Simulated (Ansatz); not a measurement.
**Cr2CO2 MXene monolayer in a perpendicular field**

What dipole does a perpendicular field induce in the Cr2CO2 MXene monolayer? A positive field points along +c.

Calculated with Ansatz 0.2.0; plane-wave DFT, PBE-D3(BJ), Ansatz PAW.

### Step 1. The starting structure

The cell holds 5 atoms: 2 O, 2 Cr and 1 C. Its edges and angles: a = 2.836 Å, b = 2.836 Å, c = 39.409 Å, α = 90.0°, β = 90.0°, γ = 120.0°. Vacuum lies along c.

### Step 2. Relaxation

The starting cell is a guess, so the in-plane lattice and the atoms are relaxed first, with the slab cut off from its images along the normal.

The input, input.yaml:

```yaml
crystal:
  lattice:
    - [2.835976, 0.0, 0.0]
    - [-1.417988, 2.4560272605, 0.0]
    - [0.0, 0.0, 39.4087888496]
  atoms:
    - { symbol: O, position: [0.3333333333, 0.6666666667, 0.4466008856] }
    - { symbol: Cr, position: [0.6666666667, 0.3333333333, 0.4716053042], spin: 2.0 }
    - { symbol: C, position: [0.0, 0.0, 0.5] }
    - { symbol: Cr, position: [0.3333333333, 0.6666666667, 0.5283946958], spin: 2.0 }
    - { symbol: O, position: [0.6666666667, 0.3333333333, 0.5533991144] }
  periodic: [true, true, false]
magnetization:
  spin_polarized: true
kpoints:
  mp_grid: { grid: [12, 12, 1] }
hamiltonian:
  xc: pbe
  dispersion: d3bj
scf:
  occupations: { method: fermi_dirac, width: 0.05 }
  convergence: { dr2_threshold: 1.0e-09 }
relax:
  f_tol: 0.004
  max_steps: 90
  cell: {}
output:
  write_potential: true
  write_density: true
  volumetric_format: npy
```

On the command line:

```bash
ansatz run input.yaml --threads 2 --pin off --max-ram 3072MiB --backend cpu --events-out ev --progress --plain --runs-dir out
```

Numbers of over 12 decimals in the logs are rounded to 6 here.

Log:

```text
Warning: relax.cell: scf.convergence.dr2_threshold = 1e-9 eV is looser than the 2.47660008512e-10 eV advised for a relaxation that steers and ends on the stress (1e-10 eV for each atom of the cell: 5, times the square of relax.cell.stress_2d_tol = 0.05 N/m over 14.2 Å (the atoms' height at the walk's start and 5 Å past either face), 3.519e-2 GPa, over a crystal's default 0.05). What an SCF threshold leaves in a stress goes as its square root, and in the free energy as the threshold itself, and one threshold admits the most on a small cell: [figures from the program's tests cut] Set scf.convergence.dr2_threshold to 2.47660008512e-10 eV or tighter. [rest of the remark cut]
Engine: ansatz 0.2.0, x86_64-unknown-linux-gnu
Pseudopotentials: kind: paw
Pseudopotential: O, paw, valence charge 6, recommended cutoff 420 eV (normal), O.paw.azcp
Pseudopotential: Cr, paw, valence charge 14, recommended cutoff 420 eV (normal), Cr.paw.azcp
Pseudopotential: C, paw, valence charge 4, recommended cutoff 420 eV (normal), C.paw.azcp
Functional definition: PBE
  parameter kappa = 0.804
  parameter beta = 0.066725
  exchange = pbe_x(kappa = kappa, mu = beta*pi^2/3)
  correlation = pbe_c(beta = beta)
Crystal: 5 atoms, lattice volume = 274.491 Å³
Basis set: ecut = 420 eV, 5399 PW (Γ), exchange–correlation on 40×40×540 points (8 copies of the dense FFT grid, shifted against one another)
Bands: 29, of which v1, the nominal top of the filled ones, is band 22 counted from 1 (21 counted from 0)
Symmetry: 12 space group operations
Space group: P-3m1 (ITA 164), of the structure as read, at distance tolerance 6.5e-5 Å
Magnetic group: BNS 164.85 (UNI 1315), of the structure as read, at distance tolerance 6.5e-5 Å
k-points: 19 of 144
Non-local potential: O, projectors of the file, l = 0: 2, l = 1: 2, l = 2: 1
Non-local potential: Cr, projectors of the file, l = 0: 3, l = 1: 2, l = 2: 3, l = 3: 1
Non-local potential: C, projectors of the file, l = 0: 2, l = 1: 2, l = 2: 1
PAW form: soft (Blöchl's): semilocal exchange-correlation on the pseudo side does not see the compensation charge
PAW one-centre angular grid: O, 110 points (default); XC on 64 Gauss nodes
PAW one-centre angular grid: Cr, 590 points (default); XC on 64 Gauss nodes
PAW one-centre angular grid: C, 110 points (default); XC on 64 Gauss nodes
Initial density: superposition of atomic densities (neutral atoms: chi_scale 0, normalization atom)
Starting moments: Σ|m| = 4 μB on 2 of 5 sites
Initial wavefunctions: pseudopotential atomic-orbital guess
Functional: x = pbe(κ = 0.804, μ = 0.219515), c = pbe(β = 0.066725)
SCF iter   1: F=—  HF=-8152.919379 eV  |F-HF|=—  |Δ(HF+E_count)|=         —  Δρ=7.60e-2 (↑7.60e-2 ↓5.84e-2)  dr2=5.05e1  dr2_m=5.76e-1  M=2.453 μB ∫|m|=2.682 μB  β_m=0.30  ethr=3.10e-3  ⟨swp⟩=14.7  Hψ=8705  notcnv=0
Mixer restart at iter 1: flushing history
preconditioner: auto → LDOS  [metal: Δε(μ)=0.086 eV  Ē_g=10.952 eV  σ=0.050 eV  W_gap=0.40  n_scr=24 (ndim 8)  ℏωp=11.9 eV  f_vac=0.809  D(μ)=3.11/eV (n_scr^D=16)]
spin=Collinear: LDOS preconditioning applied to the charge; magnetization (m = ρ↑ − ρ↓) channel mixes plain (no charge-response kernel on spin).
SCF iter   2: F=—  HF=-8144.419079 eV  |F-HF|=—  |Δ(HF+E_count)|=    8.50e0  Δρ=3.86e-2 (↑3.86e-2 ↓3.35e-2)  dr2=1.56e1  dr2_m=1.43e-1  M=2.534 μB ∫|m|=2.843 μB  β_m=0.46  ethr=3.10e-3  ⟨swp⟩=5.0  Hψ=3382  notcnv=0  defer=33
SCF iter   3: F=—  HF=-8141.505565 eV  |F-HF|=—  |Δ(HF+E_count)|=    2.91e0  Δρ=7.02e-3 (↑7.02e-3 ↓5.73e-3)  dr2=1.46e-1  dr2_m=2.06e-2  M=2.568 μB ∫|m|=3.016 μB  β_m=0.58  ethr=3.10e-3  ⟨swp⟩=4.6  Hψ=3490  notcnv=0  defer=32
SCF iter   4: F=—  HF=-8141.530059 eV  |F-HF|=—  |Δ(HF+E_count)|=         —  Δρ=6.46e-3 (↑6.46e-3 ↓2.63e-3)  dr2=8.96e-2  dr2_m=4.05e-2  M=2.267 μB ∫|m|=2.706 μB  β_m=0.58  ethr=3.31e-4  ⟨swp⟩=3.6  Hψ=3147  notcnv=0  defer=27
SCF iter   5: F=—  HF=-8141.532162 eV  |F-HF|=—  |Δ(HF+E_count)|=   2.10e-3  Δρ=1.36e-3 (↑1.36e-3 ↓1.08e-3)  dr2=9.98e-3  dr2_m=2.36e-3  M=2.303 μB ∫|m|=2.757 μB  β_m=0.65  ethr=2.04e-4  ⟨swp⟩=3.2  Hψ=2045  notcnv=0  defer=27
SCF iter   6: F=—  HF=-8141.538122 eV  |F-HF|=—  |Δ(HF+E_count)|=   5.96e-3  Δρ=6.63e-4 (↑6.58e-4 ↓6.63e-4)  dr2=3.23e-3  dr2_m=4.26e-5  M=2.316 μB ∫|m|=2.769 μB  β_m=0.64  ethr=2.27e-5  ⟨swp⟩=3.1  Hψ=2842  notcnv=0  defer=27
SCF iter   7: F=—  HF=-8141.537888 eV  |F-HF|=—  |Δ(HF+E_count)|=   2.34e-4  Δρ=4.85e-4 (↑4.85e-4 ↓3.07e-4)  dr2=5.48e-4  dr2_m=3.44e-4  M=2.294 μB ∫|m|=2.741 μB  β_m=0.61  ethr=7.35e-6  ⟨swp⟩=3.9  Hψ=2772  notcnv=0  defer=27
SCF iter   8: F=—  HF=-8141.537815 eV  |F-HF|=—  |Δ(HF+E_count)|=   7.29e-5  Δρ=2.24e-4 (↑2.24e-4 ↓1.80e-4)  dr2=1.20e-4  dr2_m=9.08e-5  M=2.293 μB ∫|m|=2.739 μB  β_m=0.81  ethr=1.24e-6  ⟨swp⟩=2.9  Hψ=1867  notcnv=0  defer=27
SCF iter   9: F=—  HF=-8141.537807 eV  |F-HF|=—  |Δ(HF+E_count)|=   8.41e-6  Δρ=7.74e-5 (↑1.86e-5 ↓7.74e-5)  dr2=1.64e-5  dr2_m=2.99e-6  M=2.291 μB ∫|m|=2.735 μB  β_m=0.90  ethr=2.73e-7  ⟨swp⟩=3.4  Hψ=2469  notcnv=0  defer=27
SCF iter  10: F=—  HF=-8141.537819 eV  |F-HF|=—  |Δ(HF+E_count)|=   1.24e-5  Δρ=2.25e-5 (↑2.25e-5 ↓1.09e-5)  dr2=2.30e-6  dr2_m=1.17e-7  M=2.287 μB ∫|m|=2.729 μB  β_m=0.80  ethr=3.72e-8  ⟨swp⟩=3.2  Hψ=2388  notcnv=0  defer=27
SCF iter  11: F=—  HF=-8141.537819 eV  |F-HF|=—  |Δ(HF+E_count)|=   1.96e-7  Δρ=5.04e-6 (↑5.04e-6 ↓3.67e-6)  dr2=8.88e-8  dr2_m=4.26e-9  M=2.288 μB ∫|m|=2.730 μB  β_m=0.87  ethr=5.23e-9  ⟨swp⟩=3.8  Hψ=2500  notcnv=0  defer=27
SCF iter  12: F=—  HF=-8141.537819 eV  |F-HF|=—  |Δ(HF+E_count)|=   7.44e-8  Δρ=9.67e-7 (↑6.17e-7 ↓9.67e-7)  dr2=2.69e-9  dr2_m=7.44e-10  M=2.288 μB ∫|m|=2.730 μB  β_m=0.83  ethr=2.02e-10  ⟨swp⟩=3.5  Hψ=2632  notcnv=0  defer=27
SCF iter  13: F=—  HF=-8141.537819 eV  |F-HF|=—  |Δ(HF+E_count)|=   1.39e-8  Δρ=2.79e-7 (↑2.79e-7 ↓1.91e-7)  dr2=1.40e-10  dr2_m=6.07e-11  M=2.288 μB ∫|m|=2.730 μB  β_m=0.91  ethr=6.11e-12  ⟨swp⟩=4.0  Hψ=2707  notcnv=0  defer=27
SCF iter  14: F=-8141.537819 eV  HF=-8141.537819 eV  |F-HF|=2.20e-10  |Δ(HF+E_count)|=  6.98e-10  Δρ=9.08e-8 (↑9.08e-8 ↓5.30e-8)  dr2=2.81e-11  dr2_m=4.51e-12  M=2.288 μB ∫|m|=2.730 μB  ethr=1.00e-12  ⟨swp⟩=8.1  Hψ=7860  notcnv=0
SCF 1 converged in 14 iterations: F = -8141.537819 eV  dr2 = 2.81e-11
  greatest PAW one-centre occupation: 1.000 electrons in one spin orbital (limit 2), on the Cr atom at site 3 (counted from 0), in its partial waves of l = 0
[...]
relax step   4: F+E_penalty+E_count = -8141.77072733 eV  Δ(F+E_penalty+E_count) = -6.610e-2 eV  max|allowed force component| = 7.599e-2 eV/Å  Δτ_max = 0.0652 Å  P = -0.071 N/m  Ω = 282.212 Å³  energy of the carried Pulay correction = -5.742e-3 eV  fix = [c, alpha, beta]  reactions: c -0.000 N/m  (11 SCF iters, accepted)
[...]
relax step   5: F+E_penalty+E_count = -8141.77062284 eV  Δ(F+E_penalty+E_count) = +1.045e-4 eV  max|allowed force component| = 2.123e-2 eV/Å  Δτ_max = 0.0083 Å  P = -0.289 N/m  Ω = 282.790 Å³  energy of the carried Pulay correction = -6.165e-3 eV  fix = [c, alpha, beta]  reactions: c -0.000 N/m  (8 SCF iters, accepted)
[...]
relax step   6: F+E_penalty+E_count = -8141.77109748 eV  Δ(F+E_penalty+E_count) = -4.746e-4 eV  max|allowed force component| = 8.742e-3 eV/Å  Δτ_max = 0.0017 Å  P = -0.122 N/m  Ω = 282.378 Å³  energy of the carried Pulay correction = -5.863e-3 eV  fix = [c, alpha, beta]  reactions: c -0.000 N/m  (7 SCF iters, accepted)
[...]
relax step   7: F+E_penalty+E_count = -8141.77129620 eV  Δ(F+E_penalty+E_count) = -1.987e-4 eV  max|allowed force component| = 3.151e-3 eV/Å  Δτ_max = 0.0010 Å  P = +0.019 N/m  Ω = 282.143 Å³  energy of the carried Pulay correction = -5.691e-3 eV  fix = [c, alpha, beta]  reactions: c +0.000 N/m  (7 SCF iters, accepted)
[...]
relax step   8: F+E_penalty+E_count = -8141.77798618 eV  Δ(F+E_penalty+E_count) = -6.690e-3 eV  max|allowed force component| = 3.594e-3 eV/Å  Δτ_max = 0.0000 Å  P = +0.198 N/m  Ω = 282.143 Å³  fix = [c, alpha, beta]  reactions: c +0.000 N/m  stress off target by 1.98e-1 N/m on what of the cell is left free  SCF on the basis re-selected at this cell (its energy is not comparable with the rows above)  (7 SCF iters)
[...]
relax step   9: F+E_penalty+E_count = -8141.77779213 eV  Δ(F+E_penalty+E_count) = +1.940e-4 eV  max|allowed force component| = 3.371e-4 eV/Å  Δτ_max = 0.0012 Å  P = +0.010 N/m  Ω = 282.491 Å³  energy of the carried Pulay correction = -2.478e-4 eV  fix = [c, alpha, beta]  reactions: c +0.000 N/m  (7 SCF iters, accepted)
iter 1 solved again at ethr=8.12e-8 eV; its pass at ethr=3.10e-3 eV (dr2=3.57e-5 eV) is discarded
SCF iter   1: F=—  HF=-8141.777598 eV  |F-HF|=—  |Δ(HF+E_count)|=         —  Δρ=1.55e-5 (↑1.55e-5 ↓9.94e-6)  dr2=5.51e-8  dr2_m=2.64e-8  M=3.969 μB ∫|m|=4.541 μB  β_m=0.65  ethr=8.12e-8  ⟨swp⟩=6.4  Hψ=13711  notcnv=0
preconditioner: auto → LDOS  [metal: Δε(μ)=0.031 eV  Ē_g=8.630 eV  σ=0.050 eV  W_gap=0.15  n_scr=20 (ndim 8)  ℏωp=11.7 eV  f_vac=0.815  D(μ)=2.64/eV (n_scr^D=16)]
spin=Collinear: LDOS preconditioning applied to the charge; magnetization (m = ρ↑ − ρ↓) channel mixes plain (no charge-response kernel on spin).
SCF iter   2: F=—  HF=-8141.777965 eV  |F-HF|=—  |Δ(HF+E_count)|=   3.67e-4  Δρ=5.50e-6 (↑5.50e-6 ↓3.57e-6)  dr2=2.08e-8  dr2_m=3.26e-9  M=3.969 μB ∫|m|=4.541 μB  β_m=0.59  ethr=1.25e-10  ⟨swp⟩=4.7  Hψ=3506  notcnv=0
SCF iter   3: F=—  HF=-8141.778056 eV  |F-HF|=—  |Δ(HF+E_count)|=   9.05e-5  Δρ=1.21e-6 (↑1.21e-6 ↓7.88e-7)  dr2=1.48e-9  dr2_m=1.81e-10  M=3.969 μB ∫|m|=4.541 μB  β_m=0.64  ethr=4.72e-11  ⟨swp⟩=3.6  Hψ=2159  notcnv=0
SCF iter   4: F=-8141.778069 eV  HF=-8141.778069 eV  |F-HF|=8.14e-8  |Δ(HF+E_count)|=   1.27e-5  Δρ=1.57e-7 (↑1.57e-7 ↓1.24e-7)  dr2=2.37e-10  dr2_m=4.10e-12  M=3.969 μB ∫|m|=4.541 μB  ethr=2.27e-12  ⟨swp⟩=12.5  Hψ=9427  notcnv=0
SCF 10 converged in 4 iterations: F = -8141.778069 eV  dr2 = 2.37e-10
relax step  10: F+E_penalty+E_count = -8141.77806872 eV  Δ(F+E_penalty+E_count) = -2.766e-4 eV  max|allowed force component| = 3.503e-4 eV/Å  Δτ_max = 0.0000 Å  P = +0.014 N/m  Ω = 282.491 Å³  fix = [c, alpha, beta]  reactions: c +0.000 N/m  stress off target by 1.39e-2 N/m on what of the cell is left free  SCF on the basis re-selected at this cell (its energy is not comparable with the rows above)  (4 SCF iters)
basis re-selected at this cell: Δ(F+E_penalty+E_count) = -2.766e-4 eV, ΔP = +0.004 N/m vs the last step (what re-selecting the basis moved, of the pressure what is left beyond the Pulay correction that the steps carried, after the strain that the cell walked since its last selection, with what the two solves' SCF thresholds leave and, on support functions, any second-order correction that the steps lacked; it is no m [...]
WARN: The output density's exchange-correlation potential varies sharply where the density is thin. Do not read a vacuum level from v_tot or v_xc, or from such a field of the output density. On a cell that repeats whose density bears no net charge and no dipole along the vacuum's axis use v_es (v_loc + v_h of the components); under efield.dipole_correction with no amplitude use v_es + v_field, which holds any externa [...]
SCF converged after 4 iterations
Magnetization: 3.9688 μB (23.9844 up, 20.0156 down)
Absolute magnetization: 4.5424 μB (∫|ρ↑−ρ↓|, with the PAW one-centre terms)
Spin contamination: 0.1253 ħ² per cell (⟨S²⟩ above its minimum at these occupations)
Per-site moments (μB) at R_I (Å): [(-0.0034881, 0.785183), (1.716203, 0.785183), (-0.209988, 0.864503), (1.716203, 0.785183), (-0.0034881, 0.785183)]
Free energy (F): -8141.778069 eV
Harris-Foulkes:  -8141.778069 eV  (|F-HF|=8.14e-8)
Internal energy: -8141.756862 eV  (E = F + TS)
E sigma→0 (E₀):  -8141.767465 eV
Entropy (-TS):   -0.021207 eV (-4.241 meV/atom)
Fermi energy:    -6.225355 eV
--- Per-component energies (eV) ---
  E_band       = -1272.634890
  E_kinetic    = 1119.507194
  E_local      = -199415.883061  (includes V_loc(G=0)·N_el)
  E_nonlocal   = 280.293477
  E_hartree    = 98948.818998
  E_xc         = -473.702019
  E_vxc        = -602.505357  (∫ρ·V_xc dr)
  E_paw        = -2802.988811  (= ΣΔE_a)
  E_vpaw       = -551.692882  (= ΣTr[D̂ρ^β])
  E_aug_tail   = 0.005795  (compensation charges beyond the density's cutoff)
  E_ewald      = 94203.079626
  E_disp       = -0.888062  (pairwise vdW)
  E_smearing   = -0.021207  (= −TS)
  E_closure    = 0.000000  (closes the sum)
  Σ components = -8141.778069   (vs F -8141.778069, Δ=0.00e0)
--- Forces (eV/Å), atoms counted from 1 ---
  atom   1  O      0.00000000     0.00000000    -0.00035028
  atom   2  Cr     0.00000000     0.00000000     0.00011273
  atom   3  C     -0.00000000     0.00000000     0.00000000
  atom   4  Cr     0.00000000    -0.00000000    -0.00011273
  atom   5  O      0.00000000    -0.00000000     0.00035028
  max |Σ_I F_I| component: 3.70e-17 eV/Å
--- 2D stress c σ (N/m, compression-positive) ---
        0.013935       0.000000      -0.000000
        0.000000       0.013935      -0.000000
       -0.000000      -0.000000       0.000000
  P = ½ c Tr σ = 0.0139 N/m
--- Band table (eV; the first three rows and the last of 38) ---
  k-point 0 ↑: bands = [... 18 lower, -8.0334, -7.7233, -7.4969, -7.4969, -6.5870, -6.5870, -6.5254, -5.8877, ... 3 higher]
  k-point 1 ↑: bands = [... 18 lower, -8.2814, -7.7009, -7.5052, -7.4669, -6.8895, -6.3633, -6.1090, -5.9098, ... 3 higher]
  k-point 2 ↑: bands = [... 18 lower, -8.6887, -8.0960, -7.5176, -7.2938, -6.8866, -6.0390, -6.0204, -5.6792, ... 3 higher]
  k-point 18 ↓: bands = [... 18 lower, -9.6032, -9.6032, -5.3622, -4.9116, -4.9116, -4.2048, -3.9575, -3.9575, ... 3 higher]
  the weakly bound empty levels are not read free of the cell's end (no_gap_told)
--- Relaxed structure (8 steps of the walk, 8 accepted, 2 SCFs on fresh bases) ---
  F+E_penalty+E_count = -8141.77806872 eV   max|allowed force component| = 3.503e-4 eV/Å   (the final SCF, on the basis selected at the relaxed cell)
  cell:  # Å, volume = 282.4905 Å³
    - [2.877001, 0.0, 0]
    - [-1.438501, 2.491556, 0]
    - [0, 0, 39.4087888496]
  atoms:
    - { symbol: O, position: [0.333333, 0.666667, 0.443983] }
    - { symbol: Cr, position: [0.666667, 0.333333, 0.467572] }
    - { symbol: C, position: [0, 0, 0.500000] }
    - { symbol: Cr, position: [0.333333, 0.666667, 0.532428] }
    - { symbol: O, position: [0.666667, 0.333333, 0.556017] }
```

Elapsed: 1.7 min, on 2 threads of Intel Xeon Platinum 8488C (Sapphire Rapids), shared host; peak memory 0.7 GiB.

Relaxation path:

| step | energy less that of the first step (eV) | largest force component (eV/Å) | volume (Å³) |
| --- | --- | --- | --- |
| 1 | 0.0000 | 0.7987 | 274.49 |
| 2 | -0.1240 | 0.6134 | 271.03 |
| 3 | -0.1668 | 0.5662 | 272.84 |
| 4 | -0.2329 | 0.0760 | 282.21 |
| 5 | -0.2328 | 0.0212 | 282.79 |
| 6 | -0.2333 | 0.0087 | 282.38 |
| 7 | -0.2335 | 0.0032 | 282.14 |
| 8* | -0.2402 | 0.0036 | 282.14 |
| 9 | -0.2400 | 0.0003 | 282.49 |
| 10* | -0.2402 | 0.0003 | 282.49 |

Relaxation steps marked * repeat the geometry before them on a plane-wave basis chosen anew for their cell, so energy and pressure can jump there.

The run keeps the 12 symmetry operations that it works with, so distortions that break them were not tested.

| cell as run | before | after | change |
| --- | --- | --- | --- |
| a (Å) | 2.836 | 2.877 | +1.4 % |
| b (Å) | 2.836 | 2.877 | +1.4 % |

The atoms that moved most (Å, along periodic axes as changes of fractional coordinates times the final cell, across vacuum about the mean position):

| atom | dx | dy | dz | length |
| --- | --- | --- | --- | --- |
| Cr2 | 0.000 | 0.000 | -0.159 | 0.159 |
| Cr4 | 0.000 | 0.000 | 0.159 | 0.159 |
| O1 | 0.000 | 0.000 | -0.103 | 0.103 |
| O5 | 0.000 | 0.000 | 0.103 | 0.103 |

The relaxed structure:

```cif
data_structure
_symmetry_space_group_name_H-M 'P 1'
_symmetry_Int_Tables_number 1
_cell_length_a 2.8770
_cell_length_b 2.8770
_cell_length_c 39.4088
_cell_angle_alpha 90.000
_cell_angle_beta 90.000
_cell_angle_gamma 120.000
_cell_volume 282.49
loop_
_atom_site_label
_atom_site_type_symbol
_atom_site_fract_x
_atom_site_fract_y
_atom_site_fract_z
_atom_site_occupancy
O1 O 0.33333 0.66667 0.44398 1
Cr2 Cr 0.66667 0.33333 0.46757 1
C3 C 0.00000 0.00000 0.50000 1
Cr4 Cr 0.33333 0.66667 0.53243 1
O5 O 0.66667 0.33333 0.55602 1
```

Numbers from this step:

```
energy at zero smearing : -8141.7675 eV
total moment            : 3.969 μB
site moments            : -0.003488, 1.716, -0.2100, 1.716, -0.003488 μB
```

Site moment by atom:

| atom | site moment (μB) |
| --- | --- |
| O1 | 0.00 |
| Cr2 | 1.72 |
| C3 | -0.21 |
| Cr4 | 1.72 |
| O5 | 0.00 |

The lattice constant a goes from 2.836 to 2.877 Å.

(Part 1 of 3 ends here.)

[Logs are printed without paths, hosts, clocks, repeated set-up lines and the standing remarks that a program may print on its own settings, such as how far it seeks lower states.]

[Hosts, paths, dates, database ids (printed as entryN), source tags and the programs' standing remarks are cut or masked in the printed files.]

[Maps of the electrostatic potential energy from Ansatz leave out the sawtooth potential of an applied field or a dipole correction, so their vacuum need not be flat; planar profiles and work functions include it.]
